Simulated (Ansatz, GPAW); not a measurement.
# Work function of La/Cu(111) at several levels, part 2 of 3

How far do functional and basis move the work function of La/Cu(111)?

GPAW 26.7.0 and Ansatz 0.2.0; Ansatz plane waves; slab in vacuum with a dipole correction, relaxation; PAW set soft_1 (the session's first sound run).

So far, upper work function (eV): step 2 (relaxing the atoms) 2.61.

## Step 3: Plane waves, PBE

With the geometry fixed, the planar mean of the potential gives the vacuum level on each side.

This step: GPAW, PAW setups; slab in vacuum (GPAW 26.7.0).

File run.py:

```python
import json
import numpy as np
from ase import Atoms
from gpaw import GPAW, PW

slab = Atoms(
    ['Cu', 'Cu', 'Cu', 'Cu', 'Cu', 'Cu', 'Cu', 'Cu', 'Cu', 'Cu', 'Cu', 'Cu', 'Cu', 'Cu', 'Cu', 'Cu', 'La'],
    positions=[
        [-0.00000, 0.00000, 8.00000],
        [1.27633, 0.73689, 10.08423],
        [2.55266, 1.47378, 12.16847],
        [-0.02316, -0.01337, 14.23812],
        [1.27633, 2.21066, 8.00000],
        [2.55266, 2.94755, 10.08423],
        [3.82898, 3.68444, 12.16847],
        [1.27633, 2.23741, 14.23812],
        [2.55266, 0.00000, 8.00000],
        [3.82898, 0.73689, 10.08423],
        [5.10531, 1.47378, 12.16847],
        [2.57582, -0.01337, 14.23812],
        [3.82898, 2.21066, 8.00000],
        [5.10531, 2.94755, 10.08423],
        [6.38164, 3.68444, 12.16847],
        [3.82898, 2.21066, 14.63517],
        [1.27633, 0.73689, 16.56868]],
    cell=[[5.10531, 0.0, 0.0], [2.55266, 4.42133, 0.0], [0.0, 0.0, 25.49277]],
    pbc=[True, True, False])

slab.calc = GPAW(mode=PW(400), xc='PBE', kpts={'size': (7, 7, 1), 'gamma': True},
                 occupations={'name': 'fermi-dirac', 'width': 0.1}, nbands='160%',
                 convergence={'density': 1e-05}, maxiter=200,
                 poissonsolver={'dipolelayer': 'xy'},
                 symmetry={'tolerance': 1e-3}, txt='slab.txt')
result = {}
energy = slab.get_potential_energy()
fermi = slab.calc.get_fermi_level()
v = slab.calc.get_electrostatic_potential().mean((0, 1)) - fermi
n = slab.calc.get_pseudo_density().mean((0, 1))
L = slab.cell[2, 2]
z = np.arange(len(v)) * L / len(v)
low, high = slab.positions[:, 2].min(), slab.positions[:, 2].max()
below, above = np.interp([low - 5.8, high + 5.8], z, v)
slopes = [np.interp(x, z, np.gradient(v, z)) for x in (low - 5.8, high + 5.8)]
eps = np.array([[slab.calc.get_eigenvalues(k, s) for k in range(len(slab.calc.get_ibz_k_points()))]
                for s in range(slab.calc.get_number_of_spins())]) - fermi
top, bottom = eps[eps < 0].max(), eps[eps > 0].min()
dipole = slab.get_dipole_moment()[2]
print(f'energy {energy:.4f} eV, Fermi level {fermi:.4f} eV, dipole {dipole:.5f} e A')
print(f'potential 5.8 A off the faces, from the Fermi level: lower {below:.4f} eV, upper {above:.4f} eV')
print(f'slope of the potential there: lower {slopes[0]:.5f}, upper {slopes[1]:.5f} eV/A')
print(f'nearest levels on the mesh: {top:.4f} and {bottom:.4f} eV')
print('magnetic moment', round(slab.get_magnetic_moment(), 3))
result.update(energy=energy, fermi=fermi, dipole=dipole, below=below, above=above, slopes=slopes, edges=[top, bottom],
              z=z.tolist(), v=v.tolist(), n=n.tolist(), positions=slab.positions.tolist(),
              forces=slab.get_forces(apply_constraint=False).tolist(), moments=slab.get_magnetic_moments().tolist())
json.dump(result, open('result.json', 'w'))
```

The run is started by

```
$ OMP_NUM_THREADS=1 OPENBLAS_NUM_THREADS=1 python run.py
```

What it wrote:

```text
energy -58.0031 eV, Fermi level 1.2002 eV, dipole 0.27124 e A
potential 5.8 A off the faces, from the Fermi level: lower 4.7940 eV, upper 2.6160 eV
slope of the potential there: lower -0.00018, upper 0.00235 eV/A
nearest levels on the mesh: -0.0003 and 0.0484 eV
magnetic moment 0.0
```

Run time: 31 min. Hardware: 1 thread of Arm Neoverse V1, shared host; peak memory 0.84 GiB.

This step gave:

| Item | Value |
| --- | --- |
| dipole along the normal | 0.2712 e·Å |
| levels nearest the Fermi level on the mesh | -3.17e-4, 0.04836 eV from the Fermi level |
| upper work function | 2.616 eV |
| lower work function | 4.794 eV |

The electrostatic potential energy of an electron (without an applied field's), less the Fermi level, planar mean by z:

z (Å), electrostatic potential energy of an electron (without an applied field's), less the Fermi level, planar mean (eV) and a bar from the least value:
```
      0.0        3.7 #############################
      0.5        4.8 ##############################
      1.0        4.8 ##############################
      1.5        4.8 ##############################
      2.0        4.8 ##############################
      2.5        4.8 ##############################
      3.0        4.8 ##############################
      3.5        4.8 ##############################
      4.0        4.8 ##############################
      4.5        4.8 ##############################
      5.0        4.8 ##############################
      5.5        4.7 ##############################
      6.0        4.5 ##############################
      6.5        3.9 #############################
      7.0        1.5 ##########################
      7.5       -7.1 ###############
      8.0      -18.8 
      8.5       -7.1 ###############
      9.0       -0.1 ########################
      9.5       -5.2 #################
     10.0      -18.6 
     10.5       -9.8 ###########
     11.0       -0.5 #######################
     11.5       -3.4 ####################
     12.0      -17.1 ##
     12.5      -12.4 ########
     13.0       -1.1 #######################
     13.5       -1.3 ######################
     14.0      -12.4 ########
     14.5      -15.3 ####
     15.0       -4.3 ###################
     15.5       -0.2 ########################
     16.0       -4.8 ##################
     16.5      -14.2 ######
     17.0       -8.4 #############
     17.5       -1.5 ######################
     18.0        0.8 #########################
     18.5        1.8 ##########################
     19.0        2.2 ###########################
     19.5        2.4 ###########################
     20.0        2.5 ###########################
     20.5        2.6 ###########################
     21.0        2.6 ###########################
     21.5        2.6 ###########################
     22.0        2.6 ###########################
     22.5        2.6 ###########################
     23.0        2.6 ###########################
     23.5        2.6 ###########################
     24.0        2.6 ###########################
     24.5        2.6 ###########################
     25.0        2.6 ###########################
```

The pseudo valence density, planar mean oscillates, so the rows of the table below give means over windows of 2.12 Å about each position, cut where the curve ends. Its maxima inside the range that stand out by 2 % of the span (Å: e/Å³): 8.1: 2.34, 10.0: 2.27, 12.1: 2.37, 14.2: 2.05, 16.1: 0.271. Its minima: 9.1: 0.247, 11.0: 0.248, 13.2: 0.226, 15.5: 0.178.

Pseudo valence density, planar mean against z; means over each step:

z (Å), pseudo valence density, planar mean (e/Å³) and a bar:
```
     3.18       0.00 
     5.30       0.00 
     7.42       0.81 ##########################
     9.54       0.93 ##############################
    11.66       0.93 ##############################
    13.78       0.88 #############################
    15.90       0.28 #########
    18.02       0.07 ##
    20.14       0.00 
    22.26       0.00
```

Force by atom:

```
atom  x (eV/Å)  y (eV/Å)  z (eV/Å)   size
 Cu1     0.020     0.011    -0.051  0.056
 Cu2     0.000     0.000    -0.030  0.030
 Cu3     0.136     0.079     0.137  0.209
 Cu4    -0.015    -0.009     0.002  0.017
 Cu5     0.000    -0.023    -0.051  0.056
 Cu6     0.021    -0.012     0.019  0.031
 Cu7     0.000    -0.157     0.137  0.209
 Cu8     0.000     0.017     0.002  0.017
 Cu9    -0.020     0.011    -0.051  0.056
Cu10     0.000     0.024     0.019  0.031
Cu11    -0.136     0.079     0.137  0.209
Cu12     0.015    -0.009     0.002  0.017
Cu13     0.000     0.000    -0.099  0.099
Cu14    -0.021    -0.012     0.019  0.031
Cu15     0.000     0.000    -0.360  0.360
Cu16     0.000     0.000     0.052  0.052
La17     0.000     0.000     0.119  0.119
```

The potential is flat to 0.002 eV/Å where it is read, so the vacuum is wide enough. The geometry is the other program's minimum; here the largest force on a free atom is 0.12 eV/Å.

## Step 4: Self-consistent run

The same geometry under vdW-DF2, to see how far the functional moves the levels against the vacuum (the van der Waals functionals take revPBE setups).

Changes to run.py since step 3:

```diff
@@ -28,3 +28,3 @@
 
-slab.calc = GPAW(mode=PW(400), xc='PBE', kpts={'size': (7, 7, 1), 'gamma': True},
+slab.calc = GPAW(mode=PW(400), xc='vdW-DF2', kpts={'size': (7, 7, 1), 'gamma': True},
                  occupations={'name': 'fermi-dirac', 'width': 0.1}, nbands='160%',
```

What it wrote:

```text
FileNotFoundError: Could not find required PAW dataset file "La.revPBE".
```

Run time: 0.96 s. Hardware: 1 thread; peak memory 0.1 GiB.

The program refused the input before any cycle.

The program's message: “FileNotFoundError: Could not find required PAW dataset file "La.revPBE".”

## Step 5: Self-consistent run

The same geometry under revPBE, to see how far the functional moves the levels against the vacuum.

Changes to run.py since step 4:

```diff
@@ -28,3 +28,3 @@
 
-slab.calc = GPAW(mode=PW(400), xc='vdW-DF2', kpts={'size': (7, 7, 1), 'gamma': True},
+slab.calc = GPAW(mode=PW(400), xc='revPBE', kpts={'size': (7, 7, 1), 'gamma': True},
                  occupations={'name': 'fermi-dirac', 'width': 0.1}, nbands='160%',
```

What it wrote:

```text
FileNotFoundError: Could not find required PAW dataset file "La.revPBE".
```

The job ended after 0.96 s (1 thread; peak memory 0.1 GiB).

The input was rejected at the start.

The program's message: “FileNotFoundError: Could not find required PAW dataset file "La.revPBE".”

## Step 6: OptPBE vdW

The same geometry under optPBE-vdW, to see how far the functional moves the levels against the vacuum (the van der Waals functionals take revPBE setups).

Changes to run.py since step 5:

```diff
@@ -28,3 +28,3 @@
 
-slab.calc = GPAW(mode=PW(400), xc='revPBE', kpts={'size': (7, 7, 1), 'gamma': True},
+slab.calc = GPAW(mode=PW(400), xc='optPBE-vdW', kpts={'size': (7, 7, 1), 'gamma': True},
                  occupations={'name': 'fermi-dirac', 'width': 0.1}, nbands='160%',
```

What it wrote:

```text
FileNotFoundError: Could not find required PAW dataset file "La.revPBE".
```

It took 0.96 s on 1 thread; peak memory 0.1 GiB.

The input was rejected at the start.

The program's message: “FileNotFoundError: Could not find required PAW dataset file "La.revPBE".”

## Step 7: Real-space grid: mode = "fd"

A real-space grid is a second complete basis, so it checks the plane-wave result.

Changes to run.py since step 6:

```diff
@@ -3,3 +3,3 @@
 from ase import Atoms
-from gpaw import GPAW, PW
+from gpaw import GPAW
 
@@ -28,3 +28,3 @@
 
-slab.calc = GPAW(mode=PW(400), xc='optPBE-vdW', kpts={'size': (7, 7, 1), 'gamma': True},
+slab.calc = GPAW(mode='fd', h=0.18, xc='PBE', kpts={'size': (7, 7, 1), 'gamma': True},
                  occupations={'name': 'fermi-dirac', 'width': 0.1}, nbands='160%',
```

What it wrote:

```text
energy -62.1887 eV, Fermi level -3.7002 eV, dipole 0.27061 e A
potential 5.8 A off the faces, from the Fermi level: lower 4.7856 eV, upper 2.6137 eV
slope of the potential there: lower -0.00005, upper 0.00205 eV/A
nearest levels on the mesh: -0.0301 and 0.0025 eV
magnetic moment 0.0
```

Elapsed: 2.1 h, on 1 thread; peak memory 4.2 GiB.

This step gave:

| Property | Result |
| --- | --- |
| dipole along the normal | 0.2706 e·Å |
| levels nearest the Fermi level on the mesh | -0.03006, 0.002532 eV from the Fermi level |
| upper work function | 2.614 eV |
| lower work function | 4.786 eV |

The electrostatic potential energy of an electron (without an applied field's), less the Fermi level, planar mean oscillates, so the rows of the table below give means over windows of 2.19 Å about each position, cut where the curve ends. Its maxima inside the range that stand out by 2 % of the span (Å: eV): 1.4: 4.79, 9.0: -0.0557, 11.1: -0.0552, 13.2: 0.146, 15.5: -0.153. Its minima: 8.0: -19.0, 10.1: -19.1, 12.2: -19.0, 14.3: -17.2, 16.6: -14.6.

The electrostatic potential energy of an electron (without an applied field's), less the Fermi level, planar mean by z; means over each step:

z (Å), electrostatic potential energy of an electron (without an applied field's), less the Fermi level, planar mean (eV) and a bar from the least value:
```
     1.09        4.8 ##############################
     3.29        4.8 ##############################
     5.48        4.6 ##############################
     7.67       -6.8 ##
     9.86       -7.8 
    12.05       -7.7 
    14.24       -7.6 #
    16.43       -6.6 ###
    18.62        1.5 ######################
    20.81        2.6 #########################
    23.00        2.6 #########################
    25.19        2.6 #########################
```

The pseudo valence density, planar mean oscillates, so the rows of the table below give means over windows of 2 Å about each position, cut where the curve ends. Its maxima inside the range that stand out by 2 % of the span (Å: e/Å³): 8.0: 2.43, 10.0: 2.35, 12.2: 2.42, 14.2: 2.01, 16.2: 0.272. Its minima: 9.1: 0.243, 11.1: 0.242, 13.3: 0.226, 15.7: 0.178.

Pseudo valence density, planar mean against z; means over each step:

```
z (Å)  pseudo valence density, planar mean (e/Å³)
 3.00                                      1.1e-5
 5.00                                     0.00181
 7.00                                       0.486
 9.00                                       0.879
11.00                                       0.888
13.00                                       0.868
15.00                                       0.829
17.00                                       0.183
19.00                                     0.00741
21.00                                      3.3e-4
23.00                                      1.1e-5
```

Force by atom:

```
atom  x (eV/Å)  y (eV/Å)  z (eV/Å)   size
 Cu1     0.020     0.012     0.020  0.031
 Cu2     0.000     0.000    -0.056  0.056
 Cu3     0.137     0.079     0.246  0.293
 Cu4     0.123     0.071    -0.057  0.153
 Cu5     0.000    -0.023     0.020  0.031
 Cu6     0.021    -0.012    -0.006  0.025
 Cu7     0.000    -0.159     0.246  0.293
 Cu8     0.000    -0.142    -0.058  0.153
 Cu9    -0.020     0.011     0.020  0.031
Cu10     0.000     0.024    -0.006  0.025
Cu11    -0.137     0.079     0.246  0.293
Cu12    -0.123     0.071    -0.058  0.153
Cu13     0.000     0.000    -0.028  0.028
Cu14    -0.021    -0.012    -0.006  0.025
Cu15     0.000     0.000    -0.257  0.257
Cu16     0.000     0.000     0.018  0.018
La17     0.000     0.000     0.261  0.261
```

The upper face's work function is 2.614 eV, against 2.616 eV in the first plane-wave PBE run at this geometry.

(Continued in part 3 of 3.)

[Logs are printed without paths, hosts, clocks, repeated set-up lines and the standing remarks that a program may print on its own settings, such as how far it seeks lower states.]

[Hosts, paths, dates, database ids (printed as entryN), source tags and the programs' standing remarks are cut or masked in the printed files.]
